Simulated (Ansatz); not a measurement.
# Electron scattering at the Σ3 (111) boundary in fcc Ir, starting shift (0, 0.5)

Wanted: what the Σ3 (111) boundary in fcc Ir, starting shift (0, 0.5) costs an interconnect.

Main program and level: Ansatz 0.2.0; Ansatz plane-wave DFT, PBE, PAW files; relaxation of a bicrystal slab with its lowest layers held; PAW set soft_1, in the first sound run; inputs show where later runs differ.

This is a report of a sequence of runs, with most program output left out.

### 1. The starting structure

The cell holds 8 atoms: 8 Ir. Its edges and angles: a = 2.715 Å, b = 2.715 Å, c = 26.517 Å, α = 90.0°, β = 90.0°, γ = 120.0°. It derives from Ir. built on the (1 1 1) plane; 1 overlapping atoms removed and the grains opened by 0 Å. Vacuum lies along c.

### 2. Relaxing the bicrystal

The boundary is built by mirroring the lower grain in the boundary plane and removing any atoms that overlap. A thin bicrystal slab is relaxed first, with the lowest layers held and the upper grain free to shift and open.

File input.yaml:

```yaml
crystal:
  lattice:
    - [2.7148657757, 0.0, 0.0]
    - [-1.3574328878, 2.3511427296, 0.0]
    - [0.0, 0.0, 26.5167503645]
  atoms:
    - { symbol: Ir, position: [0.0, 1.0, 0.1885600585] }
    - { symbol: Ir, position: [0.3333333334, 0.6666666667, 0.2721554687] }
    - { symbol: Ir, position: [0.6666666667, 0.3333333333, 0.3557508789] }
    - { symbol: Ir, position: [0.0, 0.0, 0.4393462891] }
    - { symbol: Ir, position: [0.6666666667, 0.8333333333, 0.5229416992] }
    - { symbol: Ir, position: [0.3333333334, 0.1666666667, 0.6065371094] }
    - { symbol: Ir, position: [0.0, 0.5, 0.6901325196] }
    - { symbol: Ir, position: [0.6666666667, 0.8333333333, 0.7737279298] }
kpoints:
  mp_grid: { grid: [10, 10, 1] }
hamiltonian:
  xc: pbe
  pseudopotentials: { kind: paw, azcp: { folder: soft_1 } }
scf:
  occupations: { method: fermi_dirac, width: 0.1 }
relax:
  f_tol: 0.03
  max_steps: 80
  constraints: [{ sites: [0, 1] }]
```

Started as:

```
$ ansatz run input.yaml --threads 4 --pin off --max-ram 15360MiB --backend cpu --events-out ev --progress --plain --runs-dir out
```

It took 56 s on 4 threads of Arm Neoverse V1, shared host; peak memory 0.74 GiB.

The steps of the relaxation:

```
step  energy less that of the first step (eV)  largest force component (eV/Å)
   1                                   0.0000                          3.2288
   2                                  -0.3870                          0.6295
   3                                  -0.5728                          0.4188
   4                                  -0.7188                          0.2643
   5                                  -0.7723                          0.1185
   6                                  -0.7968                          0.0460
   7                                  -0.7999                          0.0117
```

Forces are held to the 2 operations that the run works with; a distortion that breaks them can't arise in this run.

The atoms that moved most (Å):

```
atom      dx      dy     dz  length
 Ir6  -0.682  -0.394  0.139   0.799
 Ir7  -0.680  -0.393  0.145   0.799
 Ir8  -0.681  -0.393  0.128   0.796
 Ir5  -0.679  -0.392  0.088   0.789
 Ir4  -0.001  -0.001  0.042   0.042
 Ir3  -0.002  -0.001  0.015   0.015
```

This step gave:

```yaml
free_energy: -95492.9569 eV
energy_at_zero_smearing: -95492.8219 eV
fermi_energy: 15.41 eV
```

The largest force component on a free atom ends at 0.012 eV/Å, under the tolerance of 0.03, after 7 steps.

### 3. Transmission across the boundary

Bulk layers of each grain are laid under and over the relaxed boundary, and a lead is named in the middle of each, away from the free faces. The mesh across the current, 26×26, is finer than the density's, because channels open and close sharply across the zone. Energies from -0.1 to 0.1 eV in steps of 0.05 eV are too few for the program's thermal sum, so it prints no conductance; for a metal the transmission near the Fermi level serves, at a fraction of the cost.

This step: Ansatz plane-wave DFT, PBE, PAW files; ballistic transport by layer matching (Landauer), zero bias; boundary relaxed in a short slab, bulk layers laid on; PAW set soft_1 (Ansatz 0.2.0).

System of this step: Σ3 (111) boundary in fcc Ir, starting shift (0, 0.5). The cell holds 19 atoms: 19 Ir. Its edges and angles: a = 2.715 Å, b = 2.715 Å, c = 47.989 Å, α = 90.0°, β = 90.0°, γ = 120.0°. It derives from Ir. Regions: lower grain, 8 atoms (8 Ir); boundary, 4 atoms (4 Ir); upper grain, 7 atoms (7 Ir). Vacuum lies along c.

File input.yaml:

```yaml
crystal:
  lattice:
    - [2.7148657757, 0.0, 0.0]
    - [-1.3574328878, 2.3511427296, 0.0]
    - [0.0, 0.0, 47.9885013534]
  atoms:
    - { symbol: Ir, position: [-3.3333333332, -6.6666666666, 0.083353301] }
    - { symbol: Ir, position: [-2.9999999998, -6.0, 0.1295451712] }
    - { symbol: Ir, position: [-2.6666666665, -5.3333333333, 0.1757370414] }
    - { symbol: Ir, position: [-2.3333333332, -4.6666666666, 0.2219289115] }
    - { symbol: Ir, position: [-1.9999999999, -4.0, 0.2681207817] }
    - { symbol: Ir, position: [-1.6666666666, -3.3333333333, 0.3143126518] }
    - { symbol: Ir, position: [-1.3333333332, -2.6666666666, 0.360504522] }
    - { symbol: Ir, position: [-0.9999999999, -2.0, 0.4066963921] }
    - { symbol: Ir, position: [0.3333333334, 0.6666666667, 0.4528882623] }
    - { symbol: Ir, position: [0.6657157966, 0.3328578983, 0.4993980174] }
    - { symbol: Ir, position: [-0.0005703083, -0.0002851541, 0.546154653] }
    - { symbol: Ir, position: [0.3331977322, 0.6665988661, 0.5933036079] }
    - { symbol: Ir, position: [-1.0001356011, -1.0000678005, 0.639495478] }
    - { symbol: Ir, position: [-1.3334689344, -1.6667344672, 0.6856873482] }
    - { symbol: Ir, position: [-1.6668022677, -2.3334011339, 0.7318792183] }
    - { symbol: Ir, position: [-2.000135601, -3.0000678005, 0.7780710885] }
    - { symbol: Ir, position: [-2.3334689344, -3.6667344672, 0.8242629586] }
    - { symbol: Ir, position: [-2.6668022677, -4.3334011339, 0.8704548288] }
    - { symbol: Ir, position: [-3.000135601, -5.0000678005, 0.916646699] }
kpoints:
  mp_grid: { grid: [11, 11, 1] }
hamiltonian:
  xc: pbe
  pseudopotentials: { kind: paw, azcp: { folder: soft_1 } }
scf:
  occupations: { method: fermi_dirac, width: 0.1 }
output:
  transmission:
    leads: [[5, 6], [14, 15]]
    kmesh: [26, 26]
    e_range: [-0.1, 0.1]
    de: 0.05
  write_potential: true
  write_density: true
  volumetric_format: npy
  elf: true
```

Wall time 3.3 min (4 threads); peak memory 2.9 GiB.

This step gave:

```yaml
free_energy: -226797.9614 eV
energy_at_zero_smearing: -226797.6161 eV
fermi_energy: 21.92 eV
cell_area: 6.383 Å²
transmission_per_spin_nearest_the_fermi_level: 1.319
open_channels_per_spin_nearest_the_fermi_level: 1.556
open_channels_per_spin_upper_lead: 1.556
step_of_the_lead_s_potential: 8.9 meV
step_of_the_upper_lead_s_potential: 9.6 meV
```

Per spin. The transmission, zone mean by energy, zero at the Fermi level:

| energy (eV) | transmission, zone mean |
| --- | --- |
| -0.1000 | 1.25 |
| -0.0500 | 1.30 |
| 0.0000 | 1.32 |
| 0.0500 | 1.38 |
| 0.1000 | 1.38 |

Per spin. Open channels, zone mean, lead = upper lead against energy, zero at the Fermi level:

| energy (eV) | open channels, zone mean, lead = upper lead |
| --- | --- |
| -0.1000 | 1.45 |
| -0.0500 | 1.52 |
| 0.0000 | 1.56 |
| 0.0500 | 1.58 |
| 0.1000 | 1.59 |

Transmission over k1 and k2. At 0.0000 eV from the Fermi level.

Values, 12 rows by 16 columns, each cell a mean:
```
1.22 1.18 1.39 0.97 0.94 0.91 1.17 1.29 1.29 1.06 1.00 0.96 0.96 0.99 0.95 1.00
1.07 1.37 1.90 1.37 0.87 0.76 1.17 1.36 1.57 1.52 1.08 0.87 0.87 0.93 0.75 0.99
0.95 0.98 1.04 1.65 1.84 1.87 1.87 1.85 1.67 1.32 0.97 0.94 0.97 0.98 0.85 0.98
0.94 0.90 0.59 1.66 1.94 1.94 1.94 1.94 1.93 1.83 1.15 0.79 0.91 0.96 0.85 0.99
1.09 1.25 1.14 1.66 1.96 1.93 1.88 1.86 1.88 1.93 1.94 1.41 1.11 1.48 1.07 1.00
1.36 1.28 1.40 1.75 1.94 1.93 1.87 1.79 1.77 1.85 1.92 1.93 1.72 1.63 1.21 1.32
1.18 1.09 1.56 1.34 1.53 1.93 1.93 1.87 1.80 1.83 1.90 1.94 1.92 1.05 1.88 1.18
0.97 0.99 1.11 0.95 0.86 1.26 1.88 1.94 1.90 1.91 1.91 1.94 1.93 1.10 0.96 1.02
0.97 0.92 0.78 0.97 0.94 0.80 1.14 1.71 1.93 1.95 1.96 1.94 1.91 1.09 0.91 0.93
0.96 0.99 0.95 0.96 0.98 0.94 1.29 1.48 1.67 1.33 1.36 1.35 1.34 1.09 1.82 1.08
0.99 0.92 0.77 0.98 0.71 0.99 1.08 1.21 1.35 1.74 0.91 0.80 1.12 1.76 1.35 1.16
1.32 1.04 0.98 0.97 0.97 0.97 1.00 1.23 1.38 1.12 1.07 0.94 0.94 1.09 1.05 1.29
```
Columns: k1 (b1) from -0.5 to 0.462; rows upwards: k2 (b2) from -0.5 to 0.462.

Open channels over k1 and k2. At 0.0000 eV from the Fermi level.

Values, 12 rows by 16 columns, each cell a mean:
```
1.69 1.78 1.58 1.49 1.02 1.00 1.76 1.62 1.92 1.51 1.04 0.98 0.98 1.00 0.95 1.28
1.41 1.67 2.23 1.83 1.27 1.15 1.57 1.92 1.73 1.84 1.46 0.88 0.92 1.53 0.86 1.00
1.00 1.36 1.50 1.92 2.00 2.00 2.00 2.00 1.88 1.80 1.36 1.00 1.00 1.14 0.91 1.00
1.00 1.00 1.00 1.92 2.00 2.00 2.00 2.00 2.00 1.96 1.52 1.02 1.00 1.00 0.86 1.00
1.46 1.82 1.57 1.92 2.00 2.00 2.00 2.00 2.00 2.00 2.00 1.72 1.50 2.05 1.41 1.24
1.92 1.71 1.75 1.96 2.00 2.00 2.00 2.00 2.00 2.00 2.00 2.00 1.92 2.01 1.44 1.97
1.69 1.51 1.82 1.89 1.81 2.00 2.00 2.00 2.00 2.00 2.00 2.00 2.00 1.54 2.31 1.54
1.24 1.06 1.38 1.38 1.15 1.60 1.98 2.00 2.00 2.00 2.00 2.00 2.00 1.54 1.33 1.38
1.00 0.93 0.79 1.00 1.00 1.00 1.51 1.91 2.00 2.00 2.00 2.00 2.00 1.54 1.14 1.00
1.00 1.00 1.41 1.25 1.00 1.00 1.90 1.99 1.88 1.69 1.69 1.69 1.69 1.51 2.31 1.49
1.28 0.93 0.87 1.11 0.72 1.00 1.41 1.49 1.69 2.15 1.39 1.00 1.38 2.38 1.54 1.54
1.92 1.28 1.21 1.00 1.00 1.00 1.39 1.79 1.97 1.41 1.46 1.00 1.01 1.29 1.49 1.82
```
Columns: k1 (b1) from -0.5 to 0.462; rows upwards: k2 (b2) from -0.5 to 0.462.

Valence density in the ca plane at fractional y = 0.000, with atoms of Ir within 0.2 Å of it. It is the smooth field of the valence electrons, not physical close to the nuclei.

Ten steps, logarithmic in the rise over the least value, from '0' (0.0 e/Å³) to '9' (9.5 e/Å³), each cell a mean:
```
33333222333347999633333222333347999631000000
33443323443335787533443323443335787521000000
34554334554334554334555334555334554321000000
34665434665433333334665434665433333210000000
34565434565333444334565434565433444310000000
33444333444335676433444333444334676421000000
33333223333347898633333222333346898631000000
33332222333347999643332222333347999731000000
```
Columns run along c (16.0 Å, from fractional 0.67 to 1.00 of the cell), rows up along a (2.7 Å). Atoms in or near the plane, at fractional coordinates: Ir at (0.78, 0.00), Ir at (0.92, 0.00).

ELF in the ca plane at fractional y = 0.000, with atoms of Ir within 0.2 Å of it. It is the smooth field of the valence electrons, not physical close to the nuclei.

Values, 5 rows by 16 columns, each cell a mean:
```
0.29 0.27 0.21 0.29 0.34 0.55 0.37 0.29 0.23 0.25 0.28 0.46 0.53 0.21 0.05 0.00
0.31 0.33 0.29 0.35 0.29 0.37 0.30 0.34 0.30 0.32 0.31 0.32 0.37 0.22 0.05 0.00
0.33 0.37 0.32 0.41 0.28 0.32 0.28 0.40 0.33 0.35 0.36 0.28 0.34 0.24 0.05 0.00
0.30 0.30 0.27 0.31 0.31 0.46 0.33 0.30 0.27 0.29 0.29 0.38 0.44 0.21 0.05 0.00
0.29 0.27 0.19 0.30 0.34 0.52 0.38 0.30 0.21 0.24 0.29 0.46 0.52 0.21 0.05 0.00
```
Columns run along c (16.0 Å, from fractional 0.67 to 1.00 of the cell), rows up along a (2.7 Å). Atoms in or near the plane, at fractional coordinates: Ir at (0.78, 0.00), Ir at (0.92, 0.00).

Electrostatic potential energy in the ca plane at fractional y = 0.000, with atoms of Ir within 0.2 Å of it. With pseudopotentials it is smooth inside the atoms' cores, unlike the true potential.

Values in eV, 5 rows by 16 columns, each cell a mean:
```
 20  20  23  19   9 -41   1  20  22  21  20 -15 -32  21  27  27
 14   6  17   4  18   2  17   6  15   9  11  12   6  25  27  27
 11  -2  14  -6  19  17  20  -3  10   2   5  20  19  26  27  27
 17  13  20  11  16 -15  12  12  18  15  15   3  -9  24  27  27
 20  22  24  21   6 -46  -3  21  23  22  21 -21 -38  20  27  27
```
Columns run along c (16.0 Å, from fractional 0.67 to 1.00 of the cell; values clipped at the 3rd and 97th percentile), rows up along a (2.7 Å). Atoms in or near the plane, at fractional coordinates: Ir at (0.78, 0.00), Ir at (0.92, 0.00).

Over the solved energies the transmission per spin lies between 1.25 and 1.38, out of 1.54 channels of the lead on average (up to 1.59).

### 4. Specific resistance

This step: Ansatz plane-wave DFT, PBE, PAW files; ballistic transport by layer matching (Landauer), zero bias; specific resistance of the boundary; PAW set soft_1 (Ansatz 0.2.0).

This step gave:

- area resistance: 0.08539 fΩ m²
- T over the leads' mean channel count: 0.8623

Averaged over the energies near the Fermi level, 86.2 % of the channels pass, which makes 0.0854 fΩ m².

By hand, with T and the leads' channels N averaged over the energies near the Fermi level: RA = A (h/2e²)(1/T − ½[1/N₁ + 1/N₂]) = 6.383×10⁻²⁰ m² × 12 906 Ω × (1/1.328 − ½[1/1.540 + 1/1.540]) = 0.0854 fΩ m².

### 5. Single-crystal slab for reference

The free faces cost energy too. A single-crystal slab with the same faces and held layers is relaxed, so that they cancel.

This step: Ansatz plane-wave DFT, PBE, PAW files; relaxation of a single-crystal slab with its lowest layers held; PAW set soft_1 (Ansatz 0.2.0).

System of this step: Ir slab, plane (1, 1, 1). The cell holds 8 atoms: 8 Ir. Its edges and angles: a = 2.715 Å, b = 2.715 Å, c = 26.517 Å, α = 90.0°, β = 90.0°, γ = 120.0°. It derives from Ir. Vacuum lies along c.

File input.yaml:

```yaml
crystal:
  lattice:
    - [2.7148657757, 0.0, 0.0]
    - [-1.3574328878, 2.3511427296, 0.0]
    - [0.0, 0.0, 26.5167503645]
  atoms:
    - { symbol: Ir, position: [0.6666666668, 0.3333333333, 0.1885600585] }
    - { symbol: Ir, position: [1.0e-10, 1.0, 0.2721554687] }
    - { symbol: Ir, position: [0.3333333334, 0.6666666667, 0.3557508789] }
    - { symbol: Ir, position: [0.6666666667, 0.3333333333, 0.4393462891] }
    - { symbol: Ir, position: [0.0, 1.0, 0.5229416992] }
    - { symbol: Ir, position: [0.3333333334, 0.6666666667, 0.6065371094] }
    - { symbol: Ir, position: [0.6666666667, 0.3333333333, 0.6901325196] }
    - { symbol: Ir, position: [0.0, 0.0, 0.7737279298] }
kpoints:
  mp_grid: { grid: [10, 10, 1] }
hamiltonian:
  xc: pbe
  pseudopotentials: { kind: paw, azcp: { folder: soft_1 } }
scf:
  occupations: { method: fermi_dirac, width: 0.1 }
relax:
  f_tol: 0.03
  max_steps: 80
  constraints: [{ sites: [0, 1] }]
```

Wall time 16 s (4 threads); peak memory 0.6 GiB; 61 s of CPU time.

The steps of the relaxation:

```csv
step,energy less that of the first step (eV),largest force component (eV/Å)
1,0.0000,0.3554
2,-0.0125,0.3825
3,-0.0281,0.0265
4,-0.0281,0.0264
```

The atoms that moved most (Å):

| atom | dx | dy | dz | length |
| --- | --- | --- | --- | --- |
| Ir7 | 0.000 | 0.000 | 0.131 | 0.131 |
| Ir6 | 0.000 | 0.000 | 0.116 | 0.116 |
| Ir8 | 0.000 | 0.000 | 0.110 | 0.110 |
| Ir5 | 0.000 | 0.000 | 0.079 | 0.079 |
| Ir4 | 0.000 | 0.000 | 0.050 | 0.050 |
| Ir3 | 0.000 | 0.000 | 0.010 | 0.010 |

The relaxed structure:

```xyz
8
Lattice="2.7149 0.0000 0.0000 -1.3574 2.3511 0.0000 0.0000 0.0000 26.5168" Properties=species:S:1:pos:R:3
Ir    1.3574    0.7837    5.0000
Ir   -1.3574    2.3511    7.2167
Ir    0.0000    1.5674    9.4435
Ir    1.3574    0.7837   11.6996
Ir   -1.3574    2.3511   13.9454
Ir    0.0000    1.5674   16.1990
Ir    1.3574    0.7837   18.4314
Ir    0.0000    0.0000   20.6272
```

Numbers from this step:

| Item | Value |
| --- | --- |
| free energy | -95493.0112 eV |
| energy at zero smearing | -95492.8784 eV |
| Fermi energy | 15.41 eV |

The largest force component on a free atom ends at 0.026 eV/Å, under the tolerance of 0.03, after 4 steps.

### 6. Bulk reference

The perfect crystal gives the energy per atom, for the atoms by which bicrystal and slab differ.

This step: Ansatz plane-wave DFT, PBE, PAW files; bulk reference; PAW set soft_1 (Ansatz 0.2.0).

System of this step: Ir. It takes space group Fm-3m (No. 225, cubic). Conventional cell: a = 3.839 Å, b = 3.839 Å, c = 3.839 Å, α = 90.00°, β = 90.00°, γ = 90.00°. Nearest to Ir lie 12 Ir at 2.71 Å.

input.yaml, the sections that differ from step 5:

```yaml
crystal:
  lattice:
    - [0.0, 1.9197, 1.9197]
    - [1.9197, 0.0, 1.9197]
    - [1.9197, 1.9197, 0.0]
  atoms:
    - { symbol: Ir, position: [0.0, 0.0, 0.0] }
kpoints:
  mp_grid: { grid: [19, 19, 19] }
# hamiltonian, scf: as in step 5
# relax: removed
```

It took 0.62 s on 4 threads; peak memory 0.28 GiB.

Numbers from this step:

| Property | Result |
| --- | --- |
| free energy | -11936.8356 eV |
| energy at zero smearing | -11936.8183 eV |
| Fermi energy | 25.78 eV |

### 7. Boundary energy

This step: Ansatz plane-wave DFT, PBE, PAW files; bicrystal less single-crystal slab less bulk atoms, a boundary area; PAW set soft_1 (Ansatz 0.2.0).

This step gave:

- excess energy of the cell: 0.05647 eV
- boundary energy: 0.1418 J/m²

The boundary costs 0.14 J/m².

By hand: 0.0565 eV / 6.383 Å² × 16.02 = 0.142 J/m².

### 8. Summary of results

| Quantity | Value |
| --- | --- |
| specific resistance of the boundary | 0.0854 fΩ m² |
| share of channels that pass | 0.862 |
| boundary energy | 0.142 J/m² |

The boundary has a specific resistance of 0.085 fΩ m² and an energy of 0.14 J/m². The boundary reflects 14 % of the channels; 0.085 fΩ m² is 0.85×10⁻¹² Ω·cm². In the relaxation the upper grain slid sideways by about 0.8 Å, so the result belongs to the position that it found, not to the starting one. For this plane that is the coherent twin. Spin-orbit coupling is left out, which matters for Ir.

[Logs are printed without paths, hosts, clocks, repeated set-up lines and the standing remarks that a program may print on its own settings, such as how far it seeks lower states.]

[Hosts, paths, dates, database ids (printed as entryN), source tags and the programs' standing remarks are cut or masked in the printed files.]
